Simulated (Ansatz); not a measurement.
# ZnNi3C (Pm-3m): phonons and vibrational spectra, part 3 of 3

How does ZnNi3C (Pm-3m) vibrate, and is this structure a minimum?

Ansatz 0.2.0; DFT PBEsol, scalar-relativistic, plane waves, PAW; PAW set soft_1.

So far, highest frequency on the path or at a solved wavevector (cm⁻¹): step 5 (the dispersion) 751. Also lowest frequency on the path (cm⁻¹): step 5 -48.4.

## Step 6: Another isotope, element C, natural mass 12.011 amu (continued)

The same force constants with the mass of C changed from 12.011 to 13.003 u (phonopy, no LO-TO term). Both lists are sorted by frequency; levels can cross, so a row need not hold one and the same mode. Modes under 3 cm⁻¹ are left out. Isotope shifts, by row, the first 40 of 57 rows:

| q | rank | natural mass (cm⁻¹) | changed mass (cm⁻¹) |
| --- | --- | --- | --- |
| 0 0 0 | 4 | 147.8 | 147.2 |
| 0 0 0 | 5 | 147.8 | 147.2 |
| 0 0 0 | 6 | 147.8 | 147.2 |
| 0 0 0 | 7 | 158 | 158 |
| 0 0 0 | 8 | 158 | 158 |
| 0 0 0 | 9 | 158 | 158 |
| 0 0 0 | 10 | 184.6 | 184.2 |
| 0 0 0 | 11 | 184.6 | 184.2 |
| 0 0 0 | 12 | 184.6 | 184.2 |
| 0 0 0 | 13 | 633.9 | 614.4 |
| 0 0 0 | 14 | 633.9 | 614.4 |
| 0 0 0 | 15 | 633.9 | 614.4 |
| 0 0 -0.5 | 1 | -48.38 | -48.38 |
| 0 0 -0.5 | 2 | -48.38 | -48.38 |
| 0 0 -0.5 | 3 | 42.39 | 42.39 |
| 0 0 -0.5 | 4 | 110 | 109.7 |
| 0 0 -0.5 | 5 | 110 | 109.7 |
| 0 0 -0.5 | 6 | 114.3 | 114.3 |
| 0 0 -0.5 | 7 | 151.8 | 151.8 |
| 0 0 -0.5 | 8 | 151.8 | 151.8 |
| 0 0 -0.5 | 9 | 153.1 | 153.1 |
| 0 0 -0.5 | 10 | 179.4 | 178.5 |
| 0 0 -0.5 | 11 | 179.4 | 178.5 |
| 0 0 -0.5 | 12 | 311.8 | 311.8 |
| 0 0 -0.5 | 13 | 632.5 | 612.6 |
| 0 0 -0.5 | 14 | 632.5 | 612.6 |
| 0 0 -0.5 | 15 | 727.6 | 699.3 |
| 0 -0.5 -0.5 | 1 | 37.77 | 37.77 |
| 0 -0.5 -0.5 | 2 | 37.77 | 37.77 |
| 0 -0.5 -0.5 | 3 | 55.63 | 55.63 |
| 0 -0.5 -0.5 | 4 | 73.7 | 73.7 |
| 0 -0.5 -0.5 | 5 | 86.01 | 86.01 |
| 0 -0.5 -0.5 | 6 | 86.01 | 86.01 |
| 0 -0.5 -0.5 | 7 | 145.4 | 145.4 |
| 0 -0.5 -0.5 | 8 | 163.6 | 163.6 |
| 0 -0.5 -0.5 | 9 | 163.6 | 163.6 |
| 0 -0.5 -0.5 | 10 | 171.2 | 169.9 |
| 0 -0.5 -0.5 | 11 | 267 | 267 |
| 0 -0.5 -0.5 | 12 | 360.1 | 360.1 |
| 0 -0.5 -0.5 | 13 | 627.4 | 607.4 |

A mode of this element alone would shift by -3.89 %. The highest zone-centre frequency without the field goes from 633.9 to 614.4 cm⁻¹ (-3.1 %). The product of the frequency ratios over all optical modes at Γ is 0.893; the product rule, (m/m′)^(3k/2) (M′/M)^(3/2) with k = 1 such atoms and M the mass of the cell, gives 0.893.

## Step 7: Another isotope, element Ni, natural mass 58.6934 amu

The same for Ni, from 58.69 to 63.93 u.

The same force constants with the mass of Ni changed from 58.693 to 63.928 u (phonopy, no LO-TO term). Both lists are sorted by frequency; levels can cross, so a row need not hold one and the same mode. Modes under 3 cm⁻¹ are left out. Isotope shifts, by row, the first 40 of 57 rows:

| q | rank | natural mass (cm⁻¹) | changed mass (cm⁻¹) |
| --- | --- | --- | --- |
| 0 0 0 | 4 | 147.8 | 145.1 |
| 0 0 0 | 5 | 147.8 | 145.1 |
| 0 0 0 | 6 | 147.8 | 145.1 |
| 0 0 0 | 7 | 158 | 151.4 |
| 0 0 0 | 8 | 158 | 151.4 |
| 0 0 0 | 9 | 158 | 151.4 |
| 0 0 0 | 10 | 184.6 | 179.5 |
| 0 0 0 | 11 | 184.6 | 179.5 |
| 0 0 0 | 12 | 184.6 | 179.5 |
| 0 0 0 | 13 | 633.9 | 628.5 |
| 0 0 0 | 14 | 633.9 | 628.5 |
| 0 0 0 | 15 | 633.9 | 628.5 |
| 0 0 -0.5 | 1 | -48.38 | -46.57 |
| 0 0 -0.5 | 2 | -48.38 | -46.57 |
| 0 0 -0.5 | 3 | 42.39 | 40.62 |
| 0 0 -0.5 | 4 | 110 | 105.7 |
| 0 0 -0.5 | 5 | 110 | 105.7 |
| 0 0 -0.5 | 6 | 114.3 | 109.5 |
| 0 0 -0.5 | 7 | 151.8 | 151.1 |
| 0 0 -0.5 | 8 | 151.8 | 151.1 |
| 0 0 -0.5 | 9 | 153.1 | 153.1 |
| 0 0 -0.5 | 10 | 179.4 | 172.8 |
| 0 0 -0.5 | 11 | 179.4 | 172.8 |
| 0 0 -0.5 | 12 | 311.8 | 298.8 |
| 0 0 -0.5 | 13 | 632.5 | 627.5 |
| 0 0 -0.5 | 14 | 632.5 | 627.5 |
| 0 0 -0.5 | 15 | 727.6 | 727.5 |
| 0 -0.5 -0.5 | 1 | 37.77 | 36.19 |
| 0 -0.5 -0.5 | 2 | 37.77 | 36.19 |
| 0 -0.5 -0.5 | 3 | 55.63 | 53.3 |
| 0 -0.5 -0.5 | 4 | 73.7 | 70.62 |
| 0 -0.5 -0.5 | 5 | 86.01 | 83.25 |
| 0 -0.5 -0.5 | 6 | 86.01 | 83.25 |
| 0 -0.5 -0.5 | 7 | 145.4 | 145.4 |
| 0 -0.5 -0.5 | 8 | 163.6 | 161.9 |
| 0 -0.5 -0.5 | 9 | 163.6 | 161.9 |
| 0 -0.5 -0.5 | 10 | 171.2 | 165.2 |
| 0 -0.5 -0.5 | 11 | 267 | 255.8 |
| 0 -0.5 -0.5 | 12 | 360.1 | 345.1 |
| 0 -0.5 -0.5 | 13 | 627.4 | 622.8 |

A mode of this element alone would shift by -4.18 %. The highest zone-centre frequency without the field goes from 633.9 to 628.5 cm⁻¹ (-0.8 %). The product of the frequency ratios over all optical modes at Γ is 0.745; the product rule, (m/m′)^(3k/2) (M′/M)^(3/2) with k = 3 such atoms and M the mass of the cell, gives 0.745.

## Step 8: Isotope substitution, element Zn, natural mass 65.38 amu

The same for Zn, from 65.38 to 67.92 u.

The same force constants with the mass of Zn changed from 65.380 to 67.925 u (phonopy, no LO-TO term). Both lists are sorted by frequency; levels can cross, so a row need not hold one and the same mode. Modes under 3 cm⁻¹ are left out. Isotope shifts, by row, the first 40 of 57 rows:

| q | rank | natural mass (cm⁻¹) | changed mass (cm⁻¹) |
| --- | --- | --- | --- |
| 0 0 0 | 4 | 147.8 | 146.5 |
| 0 0 0 | 5 | 147.8 | 146.5 |
| 0 0 0 | 6 | 147.8 | 146.5 |
| 0 0 0 | 7 | 158 | 158 |
| 0 0 0 | 8 | 158 | 158 |
| 0 0 0 | 9 | 158 | 158 |
| 0 0 0 | 10 | 184.6 | 183.7 |
| 0 0 0 | 11 | 184.6 | 183.7 |
| 0 0 0 | 12 | 184.6 | 183.7 |
| 0 0 0 | 13 | 633.9 | 633.9 |
| 0 0 0 | 14 | 633.9 | 633.9 |
| 0 0 0 | 15 | 633.9 | 633.9 |
| 0 0 -0.5 | 1 | -48.38 | -48.28 |
| 0 0 -0.5 | 2 | -48.38 | -48.28 |
| 0 0 -0.5 | 3 | 42.39 | 42.39 |
| 0 0 -0.5 | 4 | 110 | 110 |
| 0 0 -0.5 | 5 | 110 | 110 |
| 0 0 -0.5 | 6 | 114.3 | 114.3 |
| 0 0 -0.5 | 7 | 151.8 | 149.2 |
| 0 0 -0.5 | 8 | 151.8 | 149.2 |
| 0 0 -0.5 | 9 | 153.1 | 150.2 |
| 0 0 -0.5 | 10 | 179.4 | 179.4 |
| 0 0 -0.5 | 11 | 179.4 | 179.4 |
| 0 0 -0.5 | 12 | 311.8 | 311.8 |
| 0 0 -0.5 | 13 | 632.5 | 632.5 |
| 0 0 -0.5 | 14 | 632.5 | 632.5 |
| 0 0 -0.5 | 15 | 727.6 | 727.6 |
| 0 -0.5 -0.5 | 1 | 37.77 | 37.77 |
| 0 -0.5 -0.5 | 2 | 37.77 | 37.77 |
| 0 -0.5 -0.5 | 3 | 55.63 | 55.63 |
| 0 -0.5 -0.5 | 4 | 73.7 | 73.7 |
| 0 -0.5 -0.5 | 5 | 86.01 | 85.59 |
| 0 -0.5 -0.5 | 6 | 86.01 | 85.59 |
| 0 -0.5 -0.5 | 7 | 145.4 | 142.7 |
| 0 -0.5 -0.5 | 8 | 163.6 | 161.3 |
| 0 -0.5 -0.5 | 9 | 163.6 | 161.3 |
| 0 -0.5 -0.5 | 10 | 171.2 | 171.2 |
| 0 -0.5 -0.5 | 11 | 267 | 267 |
| 0 -0.5 -0.5 | 12 | 360.1 | 360.1 |
| 0 -0.5 -0.5 | 13 | 627.4 | 627.4 |

A mode of this element alone would shift by -1.89 %. The highest zone-centre frequency without the field goes from 633.9 to 633.9 cm⁻¹ (+0.0 %). The product of the frequency ratios over all optical modes at Γ is 0.959; the product rule, (m/m′)^(3k/2) (M′/M)^(3/2) with k = 1 such atoms and M the mass of the cell, gives 0.959.

## Step 9: Outcome

| Property | Result |
| --- | --- |
| space group after relaxation (within 0.01 Å) | Pm-3m |
| volume per atom | 10.3 Å³ |
| electronic character | no gap on this mesh |
| highest optical mode at the zone centre (no LO-TO term) | 634 cm⁻¹ |
| lowest optical zone-centre mode | 148 cm⁻¹ |
| lowest mode on the q mesh (acoustic modes at Γ apart) | -48.4 cm⁻¹ |
| highest frequency on the path or at a solved wavevector | 751 cm⁻¹ |
| imaginary modes on the 2×2×2 q mesh | yes |

**Reading.** Modes are clearly imaginary (beyond 10i cm⁻¹) at 1 of the 4 irreducible wavevectors, most at q = (0, 0, -0.5) (48.4i cm⁻¹), so this structure is not a minimum of the energy. The optical modes at Γ span 148 to 634 cm⁻¹. The highest mode in this list at Γ, 633.9 cm⁻¹, is mostly motion of C (79 % of the kinetic energy). The q mesh stands for a supercell only 7.4 Å across, so branches between the solved wavevectors are rough. With no gap, or one that is small against the smearing, the frequencies hang on the k mesh and the smearing, most of all near Kohn anomalies. The phonon runs are without spin polarisation, although Ni often carries a moment. The PAW files were made for PBE and serve the other functionals too. These are harmonic frequencies at zero temperature: anharmonic shifts, linewidths and thermal expansion are left out.

[Hosts, paths, dates, database ids (printed as entryN), source tags and the programs' standing remarks are cut or masked in the printed files.]
